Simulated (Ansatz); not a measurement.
# CsSbSe3 in Amm2, a phase reached by a soft mode: following an unstable mode, part 2 of 3

Aim: this structure of CsSbSe3 in Amm2, a phase reached by a soft mode is to be tested for unstable modes, and one is followed downhill.

Ansatz 0.2.0; DFT PBEsol, scalar-relativistic, plane waves, PAW; PAW set soft_1.

So far. Step 4 (The mode frozen in, largest atomic shift 0.22 Å): The run ends at a pressure of 0.00 GPa, with forces up to 0.092 eV/Å. Step 5 (Energy along the mode, all amplitudes (two of the runs …): The lowest of the steps tried is at 0.22 Å, 0.768 meV/atom below the parent; the bottom of the well need not coincide with a step.

The structure was built from a prototype and need not be the compound's stable phase.

## (6) Relaxing from the distorted cell

Starting from the lowest point found, all atoms and the cell are let go, so that strain and other modes of the same symmetry can join in.

Input file input.yaml:

```yaml
crystal:
  lattice:
    - [4.0737724528, 0.0, 0.0]
    - [0.0, 3.9202152947, 4.9660369832]
    - [0.0, -3.9202152947, 4.9660369832]
  atoms:
    - { symbol: Cs, position: [0.0, 0.0217386339, 0.0103328077] }
    - { symbol: Sb, position: [0.5, 0.4015178933, 0.4002760751] }
    - { symbol: Se, position: [0.5, 0.5418292286, 0.0014806014] }
    - { symbol: Se, position: [0.5, 0.0061384977, 0.5114780424] }
    - { symbol: Se, position: [0.0, 0.5463885364, 0.6025079032] }
kpoints:
  mp_grid: { grid: [10, 6, 6] }
hamiltonian:
  xc: pbesol
  pseudopotentials: { kind: paw, azcp: { folder: soft_1 }, xc_functional: pbe }
scf:
  occupations: { method: methfessel_paxton, width: 0.2 }
output:
  forces: true
  stress: true
  eigenvalues: true
relax:
  adjacent_minimum: "off"
  f_tol: 0.002
  max_steps: 120
  cell: { stress_tol: 0.03 }
```

Launch:

```console
ansatz run input.yaml --threads 8 --pin off --max-ram 16384MiB --backend cpu --events-out ev --progress --plain --runs-dir out
```

Numbers of over 12 decimals in the logs are rounded to 6 here.

What it wrote:

```text
[...]
Crystal: 5 atoms, lattice volume = 158.616 Å³
Basis set: ecut = 420 eV, 3113 PW (Γ), exchange–correlation on 60×90×90 points (8 copies of the dense FFT grid, shifted against one another)
Bands: 44, of which v1, the nominal top of the filled ones, is band 36 counted from 1 (35 counted from 0)
Symmetry: 2 space group operations
[...]
k-points: 120 of 360 (time reversal used)
[...]
SCF iter   1: F=—  HF=-28271.151763 eV  |F-HF|=—  |Δ(HF+E_count)|=         —  Δρ=3.55e-2  dr2=5.59e0  ethr=3.10e-3  ⟨swp⟩=7.4  Hψ=21977  notcnv=0
[...]
SCF iter  13: F=-28268.929887 eV  HF=-28268.929887 eV  |F-HF|=1.70e-8  |Δ(HF+E_count)|=   6.52e-8  S|Δr|=    0.00e0  Δρ=2.54e-6  dr2=2.07e-8  ethr=1.39e-10  ⟨swp⟩=13.4  Hψ=28328  notcnv=0
SCF 1 converged in 13 iterations: F = -28268.929887 eV  dr2 = 2.07e-8
[...]
relax step   1: F+E_penalty+E_count = -28268.92988699 eV  Δ(F+E_penalty+E_count) = +0.000e0 eV  max|allowed force component| = 9.106e-2 eV/Å  Δτ_max = 0.0000 Å  P = +0.004 GPa  Ω = 158.616 Å³  (13 SCF iters, dr2 threshold 1.00e-7 eV, accepted)
Crystal: 5 atoms, lattice volume = 158.511 Å³
Basis set: ecut = 420 eV, 3099 PW (Γ), exchange–correlation on 60×90×90 points (8 copies of the dense FFT grid, shifted against one another)
[...]
iter 1 solved again at ethr=2.45e-6 eV; its pass at ethr=3.10e-3 eV (dr2=1.77e-3 eV) is discarded
[...]
SCF iter   5: F=-28268.939702 eV  HF=-28268.939703 eV  |F-HF|=2.83e-7  |Δ(HF+E_count)|=   1.47e-6  S|Δr|=    0.00e0  Δρ=1.24e-5  dr2=4.58e-7  ethr=6.94e-10  ⟨swp⟩=5.9  Hψ=29314  notcnv=0
SCF 2 converged in 5 iterations: F = -28268.939702 eV  dr2 = 4.58e-7
relax step   2: F+E_penalty+E_count = -28268.93970229 eV  Δ(F+E_penalty+E_count) = -9.815e-3 eV  max|allowed force component| = 6.559e-2 eV/Å  Δτ_max = 0.0157 Å  P = +0.009 GPa  Ω = 158.511 Å³  energy of the carried Pulay correction = +6.582e-6 eV  (5 SCF iters, dr2 threshold 5.00e-7 eV, accepted)
Crystal: 5 atoms, lattice volume = 158.455 Å³
[...]
SCF iter   7: F=-28268.951599 eV  HF=-28268.951599 eV  |F-HF|=2.31e-8  |Δ(HF+E_count)|=   1.98e-8  S|Δr|=    0.00e0  Δρ=9.02e-6  dr2=7.94e-8  ethr=3.73e-10  ⟨swp⟩=7.6  Hψ=27455  notcnv=0
SCF 3 converged in 7 iterations: F = -28268.951599 eV  dr2 = 7.94e-8
relax step   3: F+E_penalty+E_count = -28268.95159893 eV  Δ(F+E_penalty+E_count) = -1.190e-2 eV  max|allowed force component| = 1.079e-1 eV/Å  Δτ_max = 0.0661 Å  P = +0.206 GPa  Ω = 158.455 Å³  energy of the carried Pulay correction = +1.010e-5 eV  (7 SCF iters, dr2 threshold 2.69e-7 eV, accepted)
[... from here on, the SCF cycles and remarks between the steps are left out ...]
relax step   4: F+E_penalty+E_count = -28268.96961129 eV  Δ(F+E_penalty+E_count) = -1.801e-2 eV  max|allowed force component| = 1.299e-1 eV/Å  Δτ_max = 0.1905 Å  P = +0.632 GPa  Ω = 159.884 Å³  energy of the carried Pulay correction = -7.945e-5 eV  (10 SCF iters, dr2 threshold 5.00e-7 eV, accepted)
relax step   5: F+E_penalty+E_count = -28268.98132091 eV  Δ(F+E_penalty+E_count) = -1.171e-2 eV  max|allowed force component| = 1.119e-1 eV/Å  Δτ_max = 0.0933 Å  P = +0.068 GPa  Ω = 163.854 Å³  energy of the carried Pulay correction = -3.241e-4 eV  (10 SCF iters, dr2 threshold 5.00e-7 eV, accepted)
relax step   6: F+E_penalty+E_count = -28268.98540026 eV  Δ(F+E_penalty+E_count) = -4.079e-3 eV  max|allowed force component| = 5.490e-2 eV/Å  Δτ_max = 0.0439 Å  P = -0.200 GPa  Ω = 165.443 Å³  energy of the carried Pulay correction = -4.204e-4 eV  (9 SCF iters, dr2 threshold 5.00e-7 eV, accepted)
relax step   7: F+E_penalty+E_count = -28268.98822201 eV  Δ(F+E_penalty+E_count) = -2.822e-3 eV  max|allowed force component| = 2.633e-2 eV/Å  Δτ_max = 0.0203 Å  P = -0.070 GPa  Ω = 165.937 Å³  energy of the carried Pulay correction = -4.501e-4 eV  (8 SCF iters, dr2 threshold 3.90e-7 eV, accepted)
relax step   8: F+E_penalty+E_count = -28268.98971051 eV  Δ(F+E_penalty+E_count) = -1.488e-3 eV  max|allowed force component| = 3.863e-2 eV/Å  Δτ_max = 0.0434 Å  P = +0.048 GPa  Ω = 166.780 Å³  energy of the carried Pulay correction = -5.006e-4 eV  (10 SCF iters, dr2 threshold 1.14e-7 eV, accepted)
relax step   9: F+E_penalty+E_count = -28268.99012815 eV  Δ(F+E_penalty+E_count) = -4.176e-4 eV  max|allowed force component| = 1.433e-2 eV/Å  Δτ_max = 0.0133 Å  P = +0.029 GPa  Ω = 166.736 Å³  energy of the carried Pulay correction = -4.980e-4 eV  (8 SCF iters, dr2 threshold 9.33e-8 eV, accepted)
relax step  10: F+E_penalty+E_count = -28268.99058864 eV  Δ(F+E_penalty+E_count) = -4.605e-4 eV  max|allowed force component| = 8.369e-2 eV/Å  Δτ_max = 0.0190 Å  P = -0.058 GPa  Ω = 167.244 Å³  energy of the carried Pulay correction = -5.283e-4 eV  (10 SCF iters, dr2 threshold 1.87e-8 eV, accepted)
relax step  11: F+E_penalty+E_count = -28268.99135263 eV  Δ(F+E_penalty+E_count) = -7.640e-4 eV  max|allowed force component| = 7.508e-2 eV/Å  Δτ_max = 0.0168 Å  P = -0.041 GPa  Ω = 167.598 Å³  energy of the carried Pulay correction = -5.494e-4 eV  (8 SCF iters, dr2 threshold 4.38e-7 eV, accepted)
relax step  12: F+E_penalty+E_count = -28268.99470657 eV  Δ(F+E_penalty+E_count) = -3.354e-3 eV  max|allowed force component| = 6.078e-2 eV/Å  Δτ_max = 0.0955 Å  P = +0.008 GPa  Ω = 169.262 Å³  energy of the carried Pulay correction = -6.479e-4 eV  (10 SCF iters, dr2 threshold 3.52e-7 eV, accepted)
relax step  13: F+E_penalty+E_count = -28268.99349582 eV  Δ(F+E_penalty+E_count) = +1.211e-3 eV  max|allowed force component| = 1.204e-1 eV/Å  Δτ_max = 0.1008 Å  P = -0.070 GPa  Ω = 170.136 Å³  energy of the carried Pulay correction = -6.992e-4 eV  (10 SCF iters, dr2 threshold 2.31e-7 eV, rejected (line search))
relax step  14: F+E_penalty+E_count = -28268.99609869 eV  Δ(F+E_penalty+E_count) = -1.392e-3 eV  max|allowed force component| = 4.570e-2 eV/Å  Δτ_max = 0.0553 Å  P = +0.003 GPa  Ω = 169.278 Å³  energy of the carried Pulay correction = -6.488e-4 eV  (16 SCF iters, accepted)
relax step  15: F+E_penalty+E_count = -28268.98973053 eV  Δ(F+E_penalty+E_count) = +6.368e-3 eV  max|allowed force component| = 1.806e-1 eV/Å  Δτ_max = 0.0855 Å  P = +0.063 GPa  Ω = 168.802 Å³  energy of the carried Pulay correction = -6.207e-4 eV  (10 SCF iters, dr2 threshold 1.31e-7 eV, rejected (line search))
[...]
relax step  20: F+E_penalty+E_count = -28268.99700851 eV  Δ(F+E_penalty+E_count) = -7.553e-6 eV  max|allowed force component| = 2.016e-3 eV/Å  Δτ_max = 0.0032 Å  P = -0.008 GPa  Ω = 169.113 Å³  energy of the carried Pulay correction = -6.391e-4 eV  (9 SCF iters, dr2 threshold 9.91e-10 eV, accepted)
relax step  21: F+E_penalty+E_count = -28268.99701525 eV  Δ(F+E_penalty+E_count) = -6.733e-6 eV  max|allowed force component| = 1.385e-3 eV/Å  Δτ_max = 0.0034 Å  P = -0.000 GPa  Ω = 169.088 Å³  energy of the carried Pulay correction = -6.376e-4 eV  (10 SCF iters, dr2 threshold 2.54e-10 eV, accepted)
relax step  22: F+E_penalty+E_count = -28269.00527655 eV  Δ(F+E_penalty+E_count) = -8.261e-3 eV  max|allowed force component| = 1.417e-3 eV/Å  Δτ_max = 0.0000 Å  P = +0.087 GPa  Ω = 169.088 Å³  stress off target by 2.25e-1 GPa  SCF on the basis re-selected at this cell (its energy is not comparable with the rows above)  (13 SCF iters)
relax step  23: F+E_penalty+E_count = -28269.00980209 eV  Δ(F+E_penalty+E_count) = -4.526e-3 eV  max|allowed force component| = 2.858e-2 eV/Å  Δτ_max = 0.0876 Å  P = +0.153 GPa  Ω = 169.131 Å³  energy of the carried Pulay correction = -2.125e-6 eV  (10 SCF iters, dr2 threshold 1.27e-7 eV, accepted)
relax step  24: F+E_penalty+E_count = -28269.01181841 eV  Δ(F+E_penalty+E_count) = -2.016e-3 eV  max|allowed force component| = 6.922e-2 eV/Å  Δτ_max = 0.1100 Å  P = +0.013 GPa  Ω = 169.829 Å³  energy of the carried Pulay correction = -4.191e-5 eV  (8 SCF iters, dr2 threshold 2.75e-7 eV, accepted)
relax step  25: F+E_penalty+E_count = -28269.01333863 eV  Δ(F+E_penalty+E_count) = -1.520e-3 eV  max|allowed force component| = 1.033e-1 eV/Å  Δτ_max = 0.0587 Å  P = -0.064 GPa  Ω = 170.346 Å³  energy of the carried Pulay correction = -7.093e-5 eV  (7 SCF iters, dr2 threshold 2.99e-7 eV, accepted)
relax step  26: F+E_penalty+E_count = -28269.01555856 eV  Δ(F+E_penalty+E_count) = -2.220e-3 eV  max|allowed force component| = 6.214e-2 eV/Å  Δτ_max = 0.0493 Å  P = -0.018 GPa  Ω = 170.453 Å³  energy of the carried Pulay correction = -7.688e-5 eV  (7 SCF iters, dr2 threshold 5.00e-7 eV, accepted)
relax step  27: F+E_penalty+E_count = -28269.01641789 eV  Δ(F+E_penalty+E_count) = -8.593e-4 eV  max|allowed force component| = 4.448e-2 eV/Å  Δτ_max = 0.0422 Å  P = +0.091 GPa  Ω = 170.795 Å³  energy of the carried Pulay correction = -9.591e-5 eV  (7 SCF iters, dr2 threshold 2.41e-7 eV, accepted)
relax step  28: F+E_penalty+E_count = -28269.01701508 eV  Δ(F+E_penalty+E_count) = -5.972e-4 eV  max|allowed force component| = 1.266e-2 eV/Å  Δτ_max = 0.0119 Å  P = -0.022 GPa  Ω = 170.789 Å³  energy of the carried Pulay correction = -9.552e-5 eV  (6 SCF iters, dr2 threshold 1.24e-7 eV, accepted)
relax step  29: F+E_penalty+E_count = -28269.01709043 eV  Δ(F+E_penalty+E_count) = -7.535e-5 eV  max|allowed force component| = 1.120e-2 eV/Å  Δτ_max = 0.0120 Å  P = -0.019 GPa  Ω = 170.714 Å³  energy of the carried Pulay correction = -9.103e-5 eV  (7 SCF iters, dr2 threshold 1.00e-8 eV, accepted)
relax step  30: F+E_penalty+E_count = -28269.01714208 eV  Δ(F+E_penalty+E_count) = -5.165e-5 eV  max|allowed force component| = 8.411e-3 eV/Å  Δτ_max = 0.0051 Å  P = +0.015 GPa  Ω = 170.588 Å³  energy of the carried Pulay correction = -8.370e-5 eV  (6 SCF iters, dr2 threshold 7.84e-9 eV, accepted)
relax step  31: F+E_penalty+E_count = -28269.01716295 eV  Δ(F+E_penalty+E_count) = -2.087e-5 eV  max|allowed force component| = 6.049e-3 eV/Å  Δτ_max = 0.0041 Å  P = -0.009 GPa  Ω = 170.604 Å³  energy of the carried Pulay correction = -8.467e-5 eV  (7 SCF iters, dr2 threshold 4.42e-9 eV, accepted)
relax step  32: F+E_penalty+E_count = -28269.01715430 eV  Δ(F+E_penalty+E_count) = +8.649e-6 eV  max|allowed force component| = 8.098e-3 eV/Å  Δτ_max = 0.0034 Å  P = -0.004 GPa  Ω = 170.643 Å³  energy of the carried Pulay correction = -8.689e-5 eV  (7 SCF iters, dr2 threshold 2.29e-9 eV, rejected (line search))
relax step  33: F+E_penalty+E_count = -28269.01716955 eV  Δ(F+E_penalty+E_count) = -6.606e-6 eV  max|allowed force component| = 2.546e-3 eV/Å  Δτ_max = 0.0016 Å  P = +0.001 GPa  Ω = 170.594 Å³  energy of the carried Pulay correction = -8.411e-5 eV  (9 SCF iters, accepted)
relax step  34: F+E_penalty+E_count = -28269.01716237 eV  Δ(F+E_penalty+E_count) = +7.186e-6 eV  max|allowed force component| = 1.113e-2 eV/Å  Δτ_max = 0.0012 Å  P = -0.003 GPa  Ω = 170.608 Å³  energy of the carried Pulay correction = -8.491e-5 eV  (7 SCF iters, dr2 threshold 4.05e-10 eV, rejected (line search))
relax step  35: F+E_penalty+E_count = -28269.01717003 eV  Δ(F+E_penalty+E_count) = -4.812e-7 eV  max|allowed force component| = 2.075e-4 eV/Å  Δτ_max = 0.0005 Å  P = -0.000 GPa  Ω = 170.596 Å³  energy of the carried Pulay correction = -8.418e-5 eV  (8 SCF iters, accepted)
Basis set: ecut = 420 eV, 3315 PW (Γ), exchange–correlation on 60×108×72 points (8 copies of the dense FFT grid, shifted against one another)
[...]
SCF iter  10: F=-28269.017496 eV  HF=-28269.017496 eV  |F-HF|=7.28e-12  |Δ(HF+E_count)|=  2.18e-11  S|Δr|=    0.00e0  Δρ=2.10e-8  dr2=1.56e-12  ethr=1.00e-12  ⟨swp⟩=6.1  Hψ=23399  notcnv=0
SCF 36 converged in 10 iterations: F = -28269.017496 eV  dr2 = 1.56e-12
relax step  36: F+E_penalty+E_count = -28269.01749649 eV  Δ(F+E_penalty+E_count) = -3.265e-4 eV  max|allowed force component| = 4.205e-4 eV/Å  Δτ_max = 0.0000 Å  P = +0.003 GPa  Ω = 170.596 Å³  stress off target by 9.78e-3 GPa  SCF on the basis re-selected at this cell (its energy is not comparable with the rows above)  (10 SCF iters)
[...]
SCF converged after 10 iterations
[...]
Free energy (F): -28269.017496 eV
[...]
Internal energy: -28269.021147 eV  (E = F + TS)
E sigma→0 (E₀):  -28269.018409 eV
Entropy (-TS):   0.003650 eV (0.730 meV/atom)
Fermi energy:    5.933436 eV
Step filling:    the computed levels leave a gap of 0.2194 eV = 1.1 smearing widths at the electron count; against every level under it full and every level over it empty, smearing changes F+E_penalty+E_count by +1.147 meV and its σ→0 estimate by +0.234 meV
[...]
--- Forces (eV/Å), atoms counted from 1 ---
  atom   1  Cs     0.00000000    -0.00007111    -0.00012051
  atom   2  Sb     0.00000000    -0.00042044    -0.00029709
  atom   3  Se    -0.00000000     0.00006156     0.00021392
  atom   4  Se     0.00000000     0.00025077     0.00033746
  atom   5  Se    -0.00000000     0.00017936    -0.00013385
  max |Σ_I F_I| component: 1.51e-7 eV/Å
--- Stress (GPa, compression-positive) ---
        0.000253       0.000000       0.000000
        0.000000       0.001904       0.005320
        0.000000       0.005319       0.006191
  P = ⅓ Tr σ = 0.0028 GPa (0.028 kbar)
--- Band table (eV; the first three rows and the last of 120) ---
  k-point 0: bands = [... 32 lower, 4.4699, 5.0660, 5.1506, 5.6422, 6.0612, 7.5683, 8.1509, 9.1948, ... 4 higher]
  k-point 1: bands = [... 32 lower, 4.2576, 4.8907, 4.9311, 5.4884, 6.1498, 7.8848, 8.4787, 9.4452, ... 4 higher]
  k-point 2: bands = [... 32 lower, 4.1813, 4.4323, 4.6336, 5.3252, 6.4911, 8.4504, 9.0465, 9.3435, ... 4 higher]
  k-point 119: bands = [... 32 lower, 4.2772, 4.9542, 5.0728, 5.8007, 6.4192, 8.2883, 8.9338, 9.4770, ... 4 higher]
--- Relaxed structure (34 steps of the walk, 30 accepted, 2 SCFs on fresh bases) ---
  F+E_penalty+E_count = -28269.01749649 eV   max|allowed force component| = 4.205e-4 eV/Å   (the final SCF, on the basis selected at the relaxed cell)
  cell:  # Å, volume = 170.5957 Å³
    - [4.279398, 0.0, 0.0]
    - [0.0, 4.886587, 6.321914]
    - [0.0, -2.733148, 4.621978]
  atoms:
    - { symbol: Cs, position: [0.0, -0.052078, 0.053714] }
    - { symbol: Sb, position: [0.5, 0.399067, 0.412510] }
    - { symbol: Se, position: [0.5, 0.606781, -0.077380] }
    - { symbol: Se, position: [0.5, 0.077605, 0.483552] }
    - { symbol: Se, position: [0.0, 0.486238, 0.653679] }
```

The job ended after 9 min (8 threads of Arm Neoverse V2, shared host; peak memory 1.1 GiB; 71 min of CPU time).

The steps of the relaxation (22 of 36):

```
step  energy less that of the first step (eV)  largest force component (eV/Å)  pressure (GPa)  volume (Å³)
   1                                   0.0000                          0.0911            0.00       158.62
   3                                  -0.0217                          0.1079            0.21       158.46
   4                                  -0.0397                          0.1299            0.63       159.88
   6                                  -0.0555                          0.0549           -0.20       165.44
   8                                  -0.0598                          0.0386            0.05       166.78
   9                                  -0.0602                          0.0143            0.03       166.74
  11                                  -0.0615                          0.0751           -0.04       167.60
  13                                  -0.0636                          0.1204           -0.07       170.14
  14                                  -0.0662                          0.0457            0.00       169.28
  16                                  -0.0666                          0.0321            0.00       169.09
  18                                  -0.0671                          0.0091            0.00       169.07
  19                                  -0.0671                          0.0040            0.00       169.10
  21                                  -0.0671                          0.0014            0.00       169.09
  23                                  -0.0799                          0.0286            0.15       169.13
  24                                  -0.0819                          0.0692            0.01       169.83
  26                                  -0.0857                          0.0621           -0.02       170.45
  28                                  -0.0871                          0.0127           -0.02       170.79
  29                                  -0.0872                          0.0112           -0.02       170.71
  31                                  -0.0873                          0.0060           -0.01       170.60
  33                                  -0.0873                          0.0025            0.00       170.59
  34                                  -0.0873                          0.0111            0.00       170.61
 36*                                  -0.0876                          0.0004            0.00       170.60
```

Relaxation steps marked * repeat the geometry before them on a plane-wave basis chosen anew for their cell, so energy and pressure can jump there. Other such steps can lie between the rows shown. Relaxation steps 13, 15, 32, 34 were tried and not accepted.

Forces are held to the 2 operations that the run works with; a distortion that breaks them can't arise in this run.

```
     cell as run  before  after   change
           a (Å)   4.074  4.279   +5.0 %
           b (Å)   6.327  7.990  +26.3 %
           c (Å)   6.327  5.370  -15.1 %
           α (°)   76.58  68.30  -10.8 %
volume (Å³/atom)   31.72  34.12   +7.6 %
```

The atoms that moved most (Å, as changes of fractional coordinates times the final cell):

```
atom     dx      dy      dz  length
 Cs1  0.000  -0.479  -0.266   0.548
 Se3  0.000   0.533   0.046   0.535
 Se4  0.000   0.426   0.323   0.534
 Se5  0.000  -0.434  -0.144   0.457
 Sb2  0.000  -0.045   0.041   0.061
```

The relaxed structure:

```xyz
5
Lattice="4.2794 0.0000 0.0000 0.0000 4.8866 6.3219 0.0000 -2.7331 4.6220" Properties=species:S:1:pos:R:3 pbc="T T T"
Cs    0.0000   -0.4013   -0.0810
Sb    2.1397    0.8226    4.4295
Se    2.1397    3.1766    3.4784
Se    2.1397   -0.9424    2.7256
Se    0.0000    0.5894    6.0952
```

This step gave:

| Property | Result |
| --- | --- |
| pressure | 0.002783 GPa |
| volume per atom | 34.12 Å³ |
| gap on the k-mesh | 0.2194 eV |

The distorted start has space group Pm; the relaxation ends in Pm.

(Part 2 of 3 ends here.)

[Logs are printed without paths, hosts, clocks, repeated set-up lines and the standing remarks that a program may print on its own settings, such as how far it seeks lower states.]

[Hosts, paths, dates, database ids (printed as entryN), source tags and the programs' standing remarks are cut or masked in the printed files.]
